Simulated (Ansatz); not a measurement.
# Ba2PF (model structure): optical spectrum from first principles

Aim: the dielectric function of Ba2PF (model structure), and the optical constants that follow from it. The structure is a model built here, which may or may not match a known phase. It was built so: All N replaced by P in the R-3m structure of Ba2NF. The cell given below was relaxed beforehand with Ansatz.

Main program and level: Ansatz 0.2.0; DFT, PBE, plane-wave PAW, default files, scalar-relativistic, independent-particle optical response without local fields.

## (1) The starting structure

It takes space group R-3m (No. 166, trigonal). Conventional cell: a = 4.510 Å, b = 4.510 Å, c = 20.395 Å, α = 90.00°, β = 90.00°, γ = 120.00°. Ba has 3 F at 3.09 Å and 3 P at 3.13 Å nearest. P has 6 Ba at 3.13 Å nearest. Nearest to F lie 6 Ba at 3.09 Å. All N replaced by P in the R-3m structure of Ba2NF. Farther neighbours and most contacts between anions are not listed.

Structure file:

```cif
data_structure
_symmetry_space_group_name_H-M 'P 1'
_symmetry_Int_Tables_number 1
_cell_length_a 7.2800
_cell_length_b 7.2800
_cell_length_c 7.2800
_cell_angle_alpha 36.088
_cell_angle_beta 36.088
_cell_angle_gamma 36.088
_cell_volume 119.75
loop_
_atom_site_label
_atom_site_type_symbol
_atom_site_fract_x
_atom_site_fract_y
_atom_site_fract_z
_atom_site_occupancy
Ba1 Ba 0.25188 0.25188 0.25188 1
Ba2 Ba 0.74812 0.74812 0.74812 1
P3 P 0.50000 0.50000 0.50000 1
F4 F 0.00000 0.00000 0.00000 1
```

## (2) Ground state and bands

The self-consistent density comes first; it also tells whether there is a gap, which decides the occupations and the need for a Drude term.

This step: DFT, PBE, plane-wave PAW, default files, scalar-relativistic, ground state (Ansatz 0.2.0).

input.yaml

```yaml
crystal:
  lattice:
    - [2.2549562619, 1.3018996048, 6.7984488785]
    - [-2.2549562619, 1.3018996048, 6.7984488785]
    - [0.0, -2.6037992097, 6.7984488785]
  atoms:
    - { symbol: Ba, position: [0.2518833611, 0.2518833611, 0.2518833611] }
    - { symbol: Ba, position: [0.7481166389, 0.7481166389, 0.7481166389] }
    - { symbol: P, position: [0.5, 0.5, 0.5] }
    - { symbol: F, position: [0.0, 0.0, 0.0] }
kpoints:
  mp_grid: { grid: [6, 6, 6] }
  band_path:
    path:
      - [[0.0, 0.0, 0.0], [0.5, 0.0, 0.0], [0.5, 0.19111471, -0.19111471]]
      - [[0.80888529, 0.5, 0.19111471], [0.5, 0.5, 0.5], [0.0, 0.0, 0.0], [0.34555735, 0.0, -0.34555735]]
      - [[0.65444265, 0.34555735, 0.0], [0.5, 0.5, 0.0], [0.65444265, 0.65444265, 0.19111471], [0.5, 0.5, 0.5]]
      - [[0.5, 0.0, 0.0], [0.80888529, 0.34555735, 0.34555735]]
    npoints: 7
scf:
  occupations: { method: fermi_dirac, width: 0.05 }
  n_extra_bands: 8
hamiltonian:
  xc: pbe
  pseudopotentials: { kind: paw }
output:
  forces: true
  stress: true
  populations: true
  write_bands: true
  write_density: true
  write_potential: true
  elf: true
  volumetric_format: npy
```

Command:

```sh
$ ansatz run input.yaml --threads 2 --pin off --max-ram 5120MiB --backend cpu --events-out ev --progress --plain --runs-dir out
```

Numbers of over 12 decimals in the logs are rounded to 6 here.

Output:

```text
basis.fft_grid_basis auto: the FFT boxes are laid along the combinations [[1, -1, 0], [0, 1, 0], [0, -1, 1]] of the cell's own vectors, 4.510, 7.280 and 4.510 Å long. The dense box has 32×50×32 points. Along the cell's own vectors, as sized, it would have 50×50×50, 2.44 times as many. Of the 12 symmetry operations that the crystal satisfies within crystal.symmetry.tolerance (time reversal apart; of a slab, those that [...]
scf.n_extra_bands = 8 over 16 filled bands (N_el = 32.0): the run solves 24 bands
Engine: ansatz 0.2.0, aarch64-unknown-linux-gnu
Pseudopotentials: kind: paw
Pseudopotential: Ba, paw, valence charge 10, recommended cutoff 420 eV (normal), Ba.paw.azcp
Pseudopotential: P, paw, valence charge 5, recommended cutoff 420 eV (normal), P.paw.azcp
Pseudopotential: F, paw, valence charge 7, recommended cutoff 420 eV (normal), F.paw.azcp
Functional definition: PBE
  parameter kappa = 0.804
  parameter beta = 0.066725
  exchange = pbe_x(kappa = kappa, mu = beta*pi^2/3)
  correlation = pbe_c(beta = beta)
Crystal: 4 atoms, lattice volume = 119.750 Å³
Basis set: ecut = 420 eV, 2345 PW (Γ), FFT grids on a1−a2, a2, −a2+a3, exchange–correlation on 64×100×64 points (8 copies of the dense FFT grid, shifted against one another)
Bands: 24, of which v1, the nominal top of the filled ones, is band 16 counted from 1 (15 counted from 0)
Symmetry: 12 space group operations
Space group: R-3m (ITA 166), of the structure as read, at distance tolerance 4.9e-5 Å
k-points: 32 of 216
Non-local potential: Ba, projectors of the file, l = 0: 3, l = 1: 2, l = 2: 2, l = 3: 2
Non-local potential: P, projectors of the file, l = 0: 2, l = 1: 2, l = 2: 2
Non-local potential: F, projectors of the file, l = 0: 2, l = 1: 2, l = 2: 1
PAW form: soft (Blöchl's): semilocal exchange-correlation on the pseudo side does not see the compensation charge
PAW one-centre angular grid: Ba, 194 points (default); XC on 64 Gauss nodes
PAW one-centre angular grid: P, 110 points (default); XC on 64 Gauss nodes
PAW one-centre angular grid: F, 110 points (default); XC on 64 Gauss nodes
Initial density: superposition of atomic densities (neutral atoms: chi_scale 0, normalization atom), corrected by the library's trained network
Initial wavefunctions: pseudopotential atomic-orbital guess
Functional: x = pbe(κ = 0.804, μ = 0.219515), c = pbe(β = 0.066725)
SCF iter   1: F=—  HF=-13468.427958 eV  |F-HF|=—  |Δ(HF+E_count)|=         —  Δρ=1.13e-3  dr2=1.50e-3  ethr=1.77e-3  ⟨swp⟩=9.7  Hψ=5142  notcnv=0  defer=8
preconditioner: auto → Resta (q_TF=auto, 2.190 Å⁻¹)  ε∞=3.3  [insulator: Δε(μ)=1.103 eV  Ē_g=11.525 eV  σ=0.050 eV  W_gap=1.00  n_scr=22 (ndim 8)  ℏωp=17.3 eV  f_vac=0.000  D(μ)=0.00/eV (n_scr^D=0)  ε∞_Penn≈3.3]
SCF iter   2: F=—  HF=-13468.427818 eV  |F-HF|=—  |Δ(HF+E_count)|=   1.40e-4  Δρ=8.81e-4  dr2=2.06e-3  ethr=4.69e-6  ⟨swp⟩=2.3  Hψ=1616  notcnv=0  defer=30
SCF iter   3: F=—  HF=-13468.427505 eV  |F-HF|=—  |Δ(HF+E_count)|=   3.14e-4  Δρ=4.45e-4  dr2=3.83e-4  ethr=4.69e-6  ⟨swp⟩=2.5  Hψ=1090  notcnv=0  defer=30
SCF iter   4: F=—  HF=-13468.427574 eV  |F-HF|=—  |Δ(HF+E_count)|=   6.95e-5  Δρ=2.15e-4  dr2=4.48e-5  ethr=1.20e-6  ⟨swp⟩=2.0  Hψ=1116  notcnv=0  defer=30
SCF iter   5: F=—  HF=-13468.427578 eV  |F-HF|=—  |Δ(HF+E_count)|=   4.15e-6  Δρ=1.47e-4  dr2=2.95e-5  ethr=1.40e-7  ⟨swp⟩=2.0  Hψ=1130  notcnv=0  defer=30
SCF iter   6: F=—  HF=-13468.427576 eV  |F-HF|=—  |Δ(HF+E_count)|=   2.68e-6  Δρ=4.90e-5  dr2=7.60e-6  ethr=9.23e-8  ⟨swp⟩=2.0  Hψ=806  notcnv=0  defer=30
SCF iter   7: F=—  HF=-13468.427574 eV  |F-HF|=—  |Δ(HF+E_count)|=   1.78e-6  Δρ=9.67e-6  dr2=3.00e-7  ethr=2.38e-8  ⟨swp⟩=2.0  Hψ=1075  notcnv=0  defer=30
SCF iter   8: F=-13468.427574 eV  HF=-13468.427574 eV  |F-HF|=3.23e-8  |Δ(HF+E_count)|=   2.67e-8  Δρ=2.97e-6  dr2=4.09e-8  ethr=3.13e-10  ⟨swp⟩=15.5  Hψ=6440  notcnv=0
SCF 1 converged in 8 iterations: F = -13468.427574 eV  dr2 = 4.09e-8
  greatest PAW one-centre occupation: 0.955 electrons in one spin orbital (limit 2), on the Ba atom at site 1 (counted from 0), in its partial waves of l = 0
NSCF: frozen V_eff on 67 k-points
SCF converged after 8 iterations
Free energy (F): -13468.427574 eV
Harris-Foulkes:  -13468.427574 eV  (|F-HF|=3.23e-8)
Internal energy: -13468.427572 eV  (E = F + TS)
E sigma→0 (E₀):  -13468.427573 eV
Entropy (-TS):   -0.000002 eV (-0.000 meV/atom)
Fermi energy:    7.504038 eV
--- Per-component energies (eV) ---
  E_band       = -126.704196
  E_kinetic    = 613.769881
  E_local      = -1323.362197  (includes V_loc(G=0)·N_el)
  E_nonlocal   = 221.411547
  E_hartree    = 471.335870
  E_xc         = -479.268770
  E_vxc        = -436.575262  (∫ρ·V_xc dr)
  E_paw        = -11221.141892  (= ΣΔE_a)
  E_vpaw       = -144.621018  (= ΣTr[D̂ρ^β])
  E_aug_tail   = 0.002042  (compensation charges beyond the density's cutoff)
  E_ewald      = -1751.174053
  E_smearing   = -0.000002  (= −TS)
  E_closure    = -0.000000  (closes the sum)
  Σ components = -13468.427574   (vs F -13468.427574, Δ=0.00e0)
--- Forces (eV/Å), atoms counted from 1 ---
  atom   1  Ba     0.00000000     0.00000000    -0.00133669
  atom   2  Ba    -0.00000000    -0.00000000     0.00133669
  atom   3  P      0.00000000     0.00000000     0.00000000
  atom   4  F     -0.00000000     0.00000000     0.00000000
  max |Σ_I F_I| component: 3.47e-18 eV/Å
--- Stress (GPa, compression-positive) ---
        0.042529       0.000000      -0.000000
        0.000000       0.042529       0.000000
       -0.000000       0.000000      -0.003538
  P = ⅓ Tr σ = 0.0272 GPa (0.272 kbar)
--- Band table (eV; the first three rows and the last of 32) ---
  k-point 0: bands = [... 12 lower, 2.3105, 5.8891, 6.8369, 6.8369, 8.7650, 9.6969, 9.6969, 10.3715, ... 4 higher]
  k-point 1: bands = [... 12 lower, 2.3729, 6.0299, 6.4347, 6.8357, 9.2415, 9.4658, 10.1275, 10.5677, ... 4 higher]
  k-point 2: bands = [... 12 lower, 2.4508, 6.1206, 6.4164, 6.8449, 9.0691, 9.5009, 10.2972, 11.0201, ... 4 higher]
  k-point 31: bands = [... 12 lower, 2.4041, 5.5872, 6.7784, 6.7784, 9.1815, 9.8231, 10.4409, 10.4409, ... 4 higher]
--- Löwdin populations: 4 sites ---
  site symbol       q [e]
     0     Ba      8.3931
     1     Ba      8.3931
     2      P      6.7566
     3      F      7.7787
  spilling = 0.021202 (of n_electrons = 32.000000)
```

It took 5.3 s on 2 threads of Arm Neoverse V2, shared host; peak memory 0.42 GiB.

Reading the cycles: dr2 is the Hartree energy of the density residual (eV), the measure of convergence; HF is the Harris–Foulkes estimate of the energy, which meets the free energy F at convergence.

Read-outs, printed or worked out from the files:

```
free energy                  : -13468.4276 eV
Fermi energy                 : 7.504 eV
gap by band count            : 1.130 eV
electrons                    : 32
symmetry operations          : 12
pressure                     : 0.02717 GPa
volume                       : 119.8 Å³
gap on the path              : 1.148 eV
least direct gap on the path : 1.181 eV
```

There is a gap, 1.15 eV on the path, so no carriers' term is needed. The cell is left with a pressure of 0.0 GPa after its relaxation.

Electronic bands along the path, in eV, zero at the Fermi level; v1 is the highest filled band, c1 the lowest empty one:

```tsv
point	v4	v3	v2	v1	c1	c2	c3	c4
Γ	-5.19	-1.61	-0.67	-0.67	1.26	2.19	2.19	2.87
0.43 of the way	-5.11	-1.39	-1.17	-0.67	1.84	1.85	2.88	2.98
L	-5.00	-1.46	-0.99	-0.65	1.41	2.14	2.65	3.85
0.57 of the way	-5.01	-1.27	-0.94	-0.91	1.87	2.34	2.58	3.11
B1	-5.01	-1.19	-1.18	-0.87	1.65	2.27	2.93	3.60
jump to B	-5.01	-1.19	-1.18	-0.87	1.65	2.27	2.93	3.60
0.57 of the way	-5.10	-1.41	-1.01	-0.73	1.42	1.67	2.37	3.44
Z	-5.10	-1.92	-0.73	-0.73	1.68	2.32	2.94	2.94
0.43 of the way	-5.14	-1.81	-0.70	-0.70	1.65	2.25	2.50	2.50
Γ	-5.19	-1.61	-0.67	-0.67	1.26	2.19	2.19	2.87
0.57 of the way	-5.05	-1.33	-1.14	-0.74	1.94	2.18	2.64	2.85
X	-5.02	-1.17	-1.17	-0.86	1.66	2.49	2.78	3.50
jump to Q	-5.02	-1.17	-1.17	-0.86	1.66	2.49	2.78	3.50
0.57 of the way	-5.02	-1.51	-0.87	-0.84	0.80	2.92	2.97	3.87
F	-5.03	-1.59	-0.83	-0.69	0.49	3.03	3.12	4.11
0.57 of the way	-5.02	-1.58	-0.85	-0.68	0.54	2.96	3.06	4.08
P1	-5.02	-1.54	-0.88	-0.67	0.63	2.78	3.00	4.04
0.57 of the way	-5.10	-1.51	-0.96	-0.68	1.27	1.96	2.43	3.10
Z	-5.10	-1.92	-0.73	-0.73	1.68	2.32	2.94	2.94
jump to L	-5.00	-1.46	-0.99	-0.65	1.41	2.14	2.65	3.85
0.43 of the way	-5.01	-1.48	-0.96	-0.66	1.11	2.37	2.81	3.85
P	-5.02	-1.54	-0.88	-0.67	0.63	2.78	3.00	4.04
```

Valence density in the ac plane of the conventional cell at fractional y = 0.000, with atoms of Ba and P and F within 0.2 Å of it. It is the smooth field of the valence electrons, not physical close to the nuclei.

Ten steps, logarithmic in the rise over the least value, from '0' (0.02 × 1e0 e/Å³) to '9' (7.19 × 1e0 e/Å³), each cell a mean:
```
97420000001368
11001122210001
00001222211000
00011222221000
43221222221233
56642111113565
56542000013565
33210000000123
00000011100000
00001122210000
33221122111233
34432110123444
44432111112444
22211122211222
00001122210000
00000011100000
44310000001234
56642000013565
56542111113465
22211222221122
00011222221000
00001222211000
21101122210012
98520000001369
```

Electrostatic potential energy in the ac plane of the conventional cell at fractional y = 0.000, with atoms of Ba and P and F within 0.2 Å of it. With pseudopotentials it is smooth inside the atoms' cores, unlike the true potential.

Ten even steps from '0' (-34 eV) to '9' (11 eV), each cell a mean:
```
35999999999974
99999888889999
99999988899999
99999999999999
67899999999876
00268999997410
01368999997410
77889999999887
99999999999999
99999888889999
89999988899999
01599999999720
12699999999841
99999888899999
99999888889999
99999999999999
56789999999876
00258999987410
01368999998521
88999999999988
99999999999999
99999888899999
99999888889999
13899999999962
```

## (3) Spectrum

The spectrum is a sum over vertical transitions between filled and empty bands at the fixed density, so many empty bands are needed.

This step: DFT, PBE, plane-wave PAW, default files, scalar-relativistic, independent-particle optical response without local fields (Ansatz 0.2.0).

input.yaml, the sections that differ from step 2:

```yaml
kpoints:
  mp_grid: { grid: [6, 6, 6] }
scf:
  occupations: { method: fixed }
output:
  optics:
    e_range: [0, 40]
    de: 0.05
    sigma: 0.2
    nscf_kmesh: { grid: [8, 8, 8] }
    bands: auto
# crystal, hamiltonian: as in step 2
```

Output:

```text
[...]
Crystal: 4 atoms, lattice volume = 119.750 Å³
Basis set: ecut = 420 eV, 2345 PW (Γ), FFT grids on a1−a3, a2−a3, a3
Bands: 20, of which v1, the nominal top of the filled ones, is band 16 counted from 1 (15 counted from 0)
Symmetry: 12 space group operations
[...]
k-points: 32 of 216
[...]
SCF iter   1: F=—  HF=-13468.428793 eV  |F-HF|=—  |Δ(HF+E_count)|=         —  Δρ=1.15e-3  dr2=1.63e-3  ethr=1.77e-3  ⟨swp⟩=5.3  Hψ=3012  notcnv=0  defer=53
[...]
SCF iter  11: F=-13468.427653 eV  HF=-13468.427653 eV  |F-HF|=3.64e-12  |Δ(HF+E_count)|=  1.64e-11  Δρ=2.78e-8  dr2=1.81e-12  ethr=1.00e-12  ⟨swp⟩=8.9  Hψ=3481  notcnv=0
SCF 1 converged in 11 iterations: F = -13468.427653 eV  dr2 = 1.81e-12
[...]
NSCF: frozen V_eff on 65 k-points
[...]
output.optics: what the bands over the 81 summed would add to eps1, eps2 and the energy-loss function is held between a lower and an upper bound (10 Lanczos steps). eps1, eps2 and their loss function (loss_summed_bands) are given on every row as the summed bands alone make them. Along an axis, on a row where the two bounds hold the loss function to about 1 % of the greater of itself and 0.5 % of |1/eps|, its cell (loss_completed) is given, with the completed eps1 and eps2 that it is formed of (a cell that is left empty reads nan in the table and null in the record). The two bounds hold it so along every axis on 523 of the 539 rows up to 26.900 eV; [rest of the remark cut]
SCF converged after 11 iterations
Free energy (F): -13468.427653 eV
[...]
Internal energy: -13468.427653 eV  (E = F + TS)
E sigma→0 (E₀):  -13468.427653 eV
Fermi energy:    6.868842 eV
[...]
--- Band table (eV; the first three rows and the last of 32) ---
  k-point 0: bands = [... 12 lower, 2.3105, 5.8891, 6.8369, 6.8369, 8.7651, 9.6970, 9.6970, 10.3715]
  k-point 1: bands = [... 12 lower, 2.3729, 6.0299, 6.4348, 6.8358, 9.2416, 9.4658, 10.1276, 10.5677]
  k-point 2: bands = [... 12 lower, 2.4508, 6.1207, 6.4165, 6.8450, 9.0691, 9.5009, 10.2973, 11.0202]
  k-point 31: bands = [... 12 lower, 2.4040, 5.5873, 6.7785, 6.7785, 9.1815, 9.8231, 10.4409, 10.4409]
```

Wall time 95 s (2 threads); peak memory 1.9 GiB; 3.1 min of CPU time.

Numbers from this step:

- electronic dielectric constant ε∞, mean over x, y and z (by symmetry where fewer were run): 7.076
- absorption onset, first axis (α over 10⁴ cm⁻¹, or the direct gap if that lies higher): 1.181 eV
- main peak of Im epsilon, first axis: 5.082 eV
- centre of weight of the strongest loss peak in the window: 22.90 eV
- photocurrent from vertical transitions in a film 500 nm thick on a perfect mirror (two passes), AM1.5G, no front reflection, all carriers collected: 40.67 mA/cm²
- least direct gap on the mesh: 1.181 eV
- bands summed: 81
- spectra valid up to: 26.91 eV
- program's estimate of the k-sum error in Im epsilon: 0.12 %
- electrons in the f-sum: 26.90

The Im ε has structure finer than the step of the table below, so its rows give means over 0.5 eV, whole bins alone (the curve runs from 0 to 26.1 eV). Peaks (eV: height): E ∥ x or y 2.50: 4.85, 5.10: 5.83, 16.60: 2.62; E ∥ z 3.30: 11.1, 4.70: 6.08, 6.50: 5.02, 15.60: 2.96.

The Im ε by photon energy; means over each step:

```tsv
photon energy (eV)	E ∥ x or y	E ∥ z
0.5	3.4e-4	0
1.0	0.465	0.0538
1.5	2.86	1.08
2.0	3.72	2.64
2.5	4.62	6.85
3.0	4.20	9.49
3.5	5.30	8.71
4.0	5.04	4.86
4.5	5.37	5.51
5.0	5.75	4.85
5.5	5.35	3.25
6.0	5.39	3.89
6.5	4.92	4.53
7.0	3.34	2.82
7.5	2.20	2.17
8.0	1.79	1.43
8.5	1.27	1.11
9.0	1.30	1.09
9.5	0.956	0.994
10.0	0.976	1.07
10.5	1.01	0.981
11.0	0.732	0.791
11.5	0.916	0.893
12.0	1.00	0.999
12.5	0.719	0.759
13.0	0.598	0.564
13.5	0.802	0.840
14.0	1.36	1.46
14.5	1.78	2.01
15.0	1.51	2.15
15.5	1.93	2.71
16.0	1.89	2.36
16.5	2.46	2.19
17.0	2.26	1.91
17.5	1.83	1.57
18.0	2.15	1.83
18.5	2.23	1.80
19.0	1.71	1.67
19.5	1.48	1.39
20.0	1.11	0.907
20.5	1.03	0.875
21.0	0.852	0.965
21.5	0.567	0.703
22.0	0.346	0.441
22.5	0.281	0.362
23.0	0.270	0.311
23.5	0.330	0.306
24.0	0.320	0.407
24.5	0.267	0.313
25.0	0.215	0.243
25.5	0.204	0.224
```

Table of Re ε by photon energy:

```tsv
photon energy (eV)	E ∥ x or y	E ∥ z
0	7.02	7.19
1	8.44	7.98
2	7.53	10.4
3	5.64	7.48
4	4.05	1.54
5	2.65	-0.290
6	1.07	1.30
7	-1.21	-0.668
8	-0.629	-0.582
9	0.269	0.499
10	0.763	0.835
11	0.840	1.01
12	0.959	1.18
13	1.40	1.50
14	2.06	2.28
15	1.47	1.54
16	1.43	0.532
17	0.364	0.141
18	0.649	0.445
19	-0.332	-0.0359
20	-0.397	-0.309
21	-0.435	-0.169
22	-0.178	-0.125
23	0.152	0.117
24	0.225	0.293
25	0.289	0.267
26	0.373	0.361
```

The reflectivity at normal incidence has structure finer than the step of the table below, so its rows give means over 1 eV, whole bins alone (the curve runs from 0 to 26.1 eV). Peaks (eV: height): E ∥ x or y 7.2: 36.0, 17.0: 17.8, 21.7: 39.8; E ∥ z 3.4: 40.3, 4.9: 32.3, 6.7: 36.0, 8.0: 29.7, 15.8: 18.5, 19.8: 29.4, 21.8: 34.1.

Table of reflectivity at normal incidence by photon energy; means over each step:

```tsv
photon energy (eV)	E ∥ x or y (%)	E ∥ z (%)
1	23.8	23.1
2	25.0	29.0
3	23.8	36.0
4	24.3	28.1
5	26.6	27.7
6	29.2	22.3
7	34.7	30.8
8	25.5	23.1
9	13.7	8.95
10	6.45	5.85
11	4.11	3.70
12	4.23	3.97
13	2.51	2.82
14	7.14	7.92
15	8.48	11.9
16	10.9	16.7
17	16.1	16.6
18	15.9	15.0
19	24.1	21.1
20	26.3	25.2
21	30.5	21.9
22	34.9	28.6
23	16.3	16.8
24	11.5	10.5
25	8.95	9.86
```

The loss function −Im 1/ε at q → 0 has structure finer than the step of the table below, so its rows give means over 0.5 eV, whole bins alone (the curve runs from 0 to 26.1 eV). Peaks (eV: height): E ∥ x or y 9.40: 0.970, 22.60: 3.63; E ∥ z 8.30: 0.999, 22.70: 2.92, 24.50: 2.51.

Loss function −Im 1/ε at q → 0 against energy loss; means over each step:

```tsv
energy loss (eV)	E ∥ x or y	E ∥ z
0.5	5.9e-6	0
1.0	0.00554	7.2e-4
1.5	0.0369	0.0123
2.0	0.0534	0.0222
2.5	0.0793	0.0462
3.0	0.0846	0.0671
3.5	0.0999	0.119
4.0	0.121	0.187
4.5	0.126	0.159
5.0	0.144	0.213
5.5	0.171	0.282
6.0	0.179	0.231
6.5	0.200	0.213
7.0	0.268	0.333
7.5	0.417	0.441
8.0	0.525	0.678
8.5	0.774	0.845
9.0	0.747	0.766
9.5	0.894	0.664
10.0	0.663	0.583
10.5	0.671	0.610
11.0	0.576	0.486
11.5	0.406	0.384
12.0	0.502	0.420
12.5	0.425	0.386
13.0	0.260	0.217
13.5	0.186	0.156
14.0	0.225	0.200
14.5	0.312	0.240
15.0	0.331	0.293
15.5	0.316	0.284
16.0	0.339	0.401
16.5	0.323	0.437
17.0	0.432	0.522
17.5	0.499	0.600
18.0	0.430	0.516
18.5	0.445	0.556
19.0	0.565	0.597
19.5	0.629	0.655
20.0	0.809	1.00
20.5	0.894	1.14
21.0	0.952	0.996
21.5	1.25	1.23
22.0	2.33	2.06
22.5	3.46	2.74
23.0	2.83	2.77
23.5	2.08	2.03
24.0	2.11	1.69
24.5	2.15	2.31
25.0	1.66	1.85
25.5	1.30	1.47
```

The refractive index n and extinction k by photon energy:

```tsv
photon energy (eV)	n, E ∥ x or y	k, E ∥ x or y	n, E ∥ z	k, E ∥ z
0	2.65	0	2.68	0
1	2.91	0.0319	2.83	0.00125
2	2.82	0.648	3.24	0.359
3	2.50	0.786	3.12	1.49
4	2.29	1.08	1.80	1.30
5	2.12	1.36	1.53	1.62
6	1.82	1.50	1.65	1.19
7	1.09	1.54	1.04	1.32
8	0.797	1.12	0.676	1.02
9	0.909	0.746	0.918	0.586
10	1.00	0.488	1.05	0.509
11	0.980	0.348	1.07	0.366
12	1.09	0.480	1.17	0.441
13	1.21	0.244	1.25	0.219
14	1.50	0.445	1.58	0.463
15	1.32	0.532	1.44	0.734
16	1.36	0.656	1.19	0.941
17	1.16	0.989	1.02	0.947
18	1.21	0.900	1.09	0.857
19	0.821	1.00	0.909	0.929
20	0.610	0.877	0.555	0.785
21	0.514	0.837	0.661	0.778
22	0.319	0.529	0.401	0.535
23	0.477	0.275	0.472	0.326
24	0.553	0.285	0.637	0.336
25	0.570	0.188	0.560	0.218
26	0.626	0.136	0.619	0.147
```

Optical constants at common wavelengths, from n + ik = √ε:

```tsv
wavelength (nm)	n xy	k xy	R (%) xy	1/α xy	n z	k z	R (%) z	1/α z
1550	2.78	0.001	22.1	128 µm	2.76	0.000	22.0	over 1 mm
800	2.91	0.547	25.3	116 nm	3.05	0.212	25.9	299 nm
532	2.75	0.840	25.5	50 nm	3.44	0.793	32.3	53 nm
405	2.54	0.798	22.8	40 nm	3.09	1.607	36.0	20 nm
365	2.55	1.049	25.6	28 nm	2.44	2.123	40.3	14 nm
248	2.12	1.362	26.8	14 nm	1.53	1.618	32.2	12 nm
193	1.56	1.652	32.8	9.3 nm	1.66	1.470	28.2	10 nm
```

Rows near the edge hang on the gap, which this functional as a rule makes too small, and phonon-assisted absorption is left out.

In reflection the computed colour is grey: x = 0.310, y = 0.334, luminous reflectivity 27 %.

The f-sum over the summed bands holds 26.9 of the cell's 32 electrons outside the frozen cores, 18 of which lie in bands more than 12 eV below the Fermi level, whose transitions come at higher energies. Up to 26 eV the strength has a mean oscillator energy of 6.9 eV, well above the main peak, so higher transitions carry much of it.

(Continued in part 2 of 2.)

[Logs are printed without paths, hosts, clocks, repeated set-up lines and the standing remarks that a program may print on its own settings, such as how far it seeks lower states.]

[Hosts, paths, dates, database ids (printed as entryN), source tags and the programs' standing remarks are cut or masked in the printed files.]
